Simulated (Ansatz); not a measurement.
**Sn wire along [100], 45 atoms a period, H-terminated: bands by functional**

What gap, if any, does the Sn wire along [100], 45 atoms a period, H-terminated have, and how does it change with the functional?

Main program and level: Ansatz 0.2.0; DFT PBE, plane waves, PAW; relaxation of a wire's period; PAW set soft_1, in the first sound run; inputs show where later runs differ.

Most raw output is cut from this account.

## (1) The structure

The cell holds 73 atoms: 45 Sn and 28 H. Its edges and angles: a = 25.446 Å, b = 25.446 Å, c = 6.650 Å, α = 90.0°, β = 90.0°, γ = 90.0°. Vacuum lies along a and b. The structure's axis is c.

## (2) Relaxing the period

Band widths follow the bond lengths, so the wire is relaxed first. The atoms and the third cell vector are free; the box across stays fixed as vacuum. A Fermi-Dirac smearing is set since the result may be a metal. The pressure printed is a third of the stress's trace over the whole box, vacuum included; only the stress along the axis is relaxed.

Input file input.yaml:

```yaml
crystal:
  lattice:
    - [25.446, 0.0, 0.0]
    - [0.0, 25.446, 0.0]
    - [0.0, 0.0, 6.65]
  atoms:
    - { symbol: Sn, position: [0.23865688, 0.499994615, 0.0] }
    - { symbol: Sn, position: [0.369325748, 0.369325748, 0.0] }
    - { symbol: Sn, position: [0.369325748, 0.630663482, 0.0] }
    - { symbol: Sn, position: [0.499994615, 0.23865688, 0.0] }
    - { symbol: Sn, position: [0.499994615, 0.499994615, 0.0] }
    - { symbol: Sn, position: [0.499994615, 0.76133235, 0.0] }
    - { symbol: Sn, position: [0.630663482, 0.369325748, 0.0] }
    - { symbol: Sn, position: [0.630663482, 0.630663482, 0.0] }
[... 61 atom lines left out ...]
    - { symbol: H, position: [0.39495402, 0.866372944, 0.901934281] }
    - { symbol: H, position: [0.60503521, 0.133616285, 0.901934281] }
    - { symbol: H, position: [0.735704077, 0.264285153, 0.901934281] }
    - { symbol: H, position: [0.866372944, 0.39495402, 0.901934281] }
kpoints:
  mp_grid: { grid: [1, 1, 13] }
scf:
  occupations: { method: fermi_dirac, width: 0.05 }
hamiltonian:
  xc: pbe
  pseudopotentials: { kind: paw, azcp: { folder: soft_1 } }
relax:
  cell: { fix: [a, b, alpha, beta, gamma] }
  max_steps: 45
  f_tol: 0.03
```

The run is started by

```sh
$ ansatz run input.yaml --threads 16 --pin off --max-ram 61440MiB --backend cuda --events-out ev --progress --plain --runs-dir out --max-vram 78GiB
```

Wall time 35 s (1 × NVIDIA GB200 with 16 threads of Arm Neoverse V2, shared host); peak memory 2.1 GiB.

Step by step:

```csv
step,energy less that of the first step (eV),largest force component (eV/Å),pressure (GPa),volume (Å³)
1,0.0000,0.1651,-0.30,4305.87
2,0.3121,0.7666,0.28,4271.83
3,-0.2171,0.0594,-0.10,4295.52
4,-0.2580,0.0393,-0.02,4298.99
5,-0.2993,0.0363,0.00,4302.67
6,-0.3129,0.0149,0.00,4303.28
7,-0.3170,0.0257,-0.01,4302.30
8,-0.3168,0.0257,-0.01,4302.30
```

Relaxation step 2 was tried and not accepted.

Forces are held to the 8 operations that the run works with; a distortion that breaks them can't arise in this run.

```csv
cell as run,before,after,change
c (Å),6.650,6.644,-0.1 %
```

The atoms that moved most (Å, along periodic axes as changes of fractional coordinates times the final cell, across vacuum about the mean position):

```csv
atom,dx,dy,dz,length
H49,-0.209,0.121,0.237,0.338
H51,0.121,-0.209,0.237,0.338
H35,0.121,0.209,-0.237,0.338
H34,0.209,0.121,-0.237,0.338
H32,-0.121,-0.209,-0.237,0.338
H33,-0.209,-0.121,-0.237,0.338
H50,0.209,-0.121,0.237,0.338
H48,-0.121,0.209,0.237,0.338
```

This step gave:

| Quantity | Value |
| --- | --- |
| cell length along the wire | 6.644 Å |

The cell's length comes to 6.644 Å with spin left out.

## (3) The wire at its relaxed period

This step: DFT PBE, plane waves, PAW; bands of a perfect wire; PAW set soft_1 (Ansatz 0.2.0).

At the relaxed period the bands are computed along the axis; those that cross an energy going forward count the channels that a perfect wire would open there.

Input file input.yaml:

```yaml
crystal:
  lattice:
    - [25.446, 0.0, 0.0]
    - [0.0, 25.446, 0.0]
    - [0.0, 0.0, 6.6444898309]
  atoms:
    - { symbol: Sn, position: [0.239505623, 0.5, 0.0] }
    - { symbol: Sn, position: [0.369520424, 0.369520424, 0.998249279] }
    - { symbol: Sn, position: [0.369520424, 0.630479576, 0.001750721] }
    - { symbol: Sn, position: [0.5, 0.239505623, 0.0] }
    - { symbol: Sn, position: [0.5, 0.5, 0.0] }
    - { symbol: Sn, position: [0.5, 0.760494377, 0.0] }
    - { symbol: Sn, position: [0.630479576, 0.369520424, 0.001750721] }
    - { symbol: Sn, position: [0.630479576, 0.630479576, 0.998249279] }
[... 61 atom lines left out ...]
    - { symbol: H, position: [0.388835857, 0.856777041, 0.927554264] }
    - { symbol: H, position: [0.611164143, 0.143222959, 0.927554264] }
    - { symbol: H, position: [0.733661214, 0.266338786, 0.893894407] }
    - { symbol: H, position: [0.856777041, 0.388835857, 0.927554264] }
kpoints:
  mp_grid: { grid: [1, 1, 13] }
  band_path: { path: ["Γ", Z], npoints: 90 }
scf:
  occupations: { method: fermi_dirac, width: 0.05 }
hamiltonian:
  xc: pbe
  pseudopotentials: { kind: paw, azcp: { folder: soft_1 } }
output:
  dos: { e_range: [-5, 4] }
  write_potential: true
  write_density: true
  volumetric_format: npy
```

It took 49 s on 1 × NVIDIA GB200 with 16 threads; peak memory 5.6 GiB.

Numbers from this step:

- band gap on the path through both edges: 0.9727 eV

The electronic bands at the labelled points (eV, zero at the Fermi level; v1 is the highest filled band, c1 the lowest empty one):

```csv
point,v4,v3,v2,v1,c1,c2,c3,c4
Γ,-0.70,-0.70,-0.63,-0.50,0.47,1.25,1.27,1.30
halfway,-0.89,-0.80,-0.64,-0.64,0.92,0.93,0.93,1.02
Z,-1.18,-1.18,-1.17,-1.01,0.73,0.73,0.73,0.80
```

The gap is 0.973 eV, with spin left out.

On this path the gap is direct, 0.97 eV, with the valence top at Γ and the conduction bottom at Γ.

## (4) Levels at the same atoms, cutoff 500 eV, k-mesh 1×1×10

This step: DFT r2SCAN, plane waves, PAW; bands of a perfect wire at the PBE geometry; PAW set soft_1 (Ansatz 0.2.0).

The atoms stay at the PBE geometry and the functional changes. r2SCAN also reads the kinetic-energy density; it often gives larger moments and wider gaps than PBE, at a higher cost. Against the first PBE run of this kind, the cutoff is 500 eV against 420 and the mesh along the wire has 10 points against 13.

input.yaml, as its differences from that of step 3:

```diff
@@ -80,3 +80,3 @@
 kpoints:
-  mp_grid: { grid: [1, 1, 13] }
+  mp_grid: { grid: [1, 1, 10] }
   band_path: { path: ["Γ", Z], npoints: 90 }
@@ -85,8 +85,3 @@
 hamiltonian:
-  xc: pbe
+  xc: r2scan
   pseudopotentials: { kind: paw, azcp: { folder: soft_1 } }
-output:
-  dos: { e_range: [-5, 4] }
-  write_potential: true
-  write_density: true
-  volumetric_format: npy
```

It took 66 s on 1 × NVIDIA GB200 with 16 threads; peak memory 6.8 GiB; 6.3 min of CPU time.

This step gave:

```yaml
band_gap_on_the_path_through_both_edges: 1.266 eV
```

Electronic bands along the path, in eV, zero at the Fermi level; v1 is the highest filled band, c1 the lowest empty one:

```csv
point,v4,v3,v2,v1,c1,c2,c3,c4
Γ,-0.84,-0.84,-0.79,-0.64,0.62,1.30,1.33,1.37
halfway,-1.06,-0.94,-0.80,-0.80,1.02,1.05,1.05,1.13
Z,-1.36,-1.36,-1.35,-1.18,0.83,0.83,0.83,0.91
```

The gap is 1.27 eV, against 0.973 eV under PBE at the relaxed period.

## (5) Summary of results

* cell length, PBE: 6.644 Å
* gap, PBE: 0.973 eV
* gap, r2SCAN: 1.27 eV

Under PBE the cell's length is 6.64 Å, and a gap of 0.97 eV makes it a semiconductor. At the relaxed period the wire is gapped under every functional, from 0.97 eV (PBE) to 1.27 eV (r2SCAN). Weak screening in one dimension makes quasiparticle gaps larger than the semilocal gaps, as a rule.

[Logs are printed without paths, hosts, clocks, repeated set-up lines and the standing remarks that a program may print on its own settings, such as how far it seeks lower states.]

[Hosts, paths, dates, database ids (printed as entryN), source tags and the programs' standing remarks are cut or masked in the printed files.]
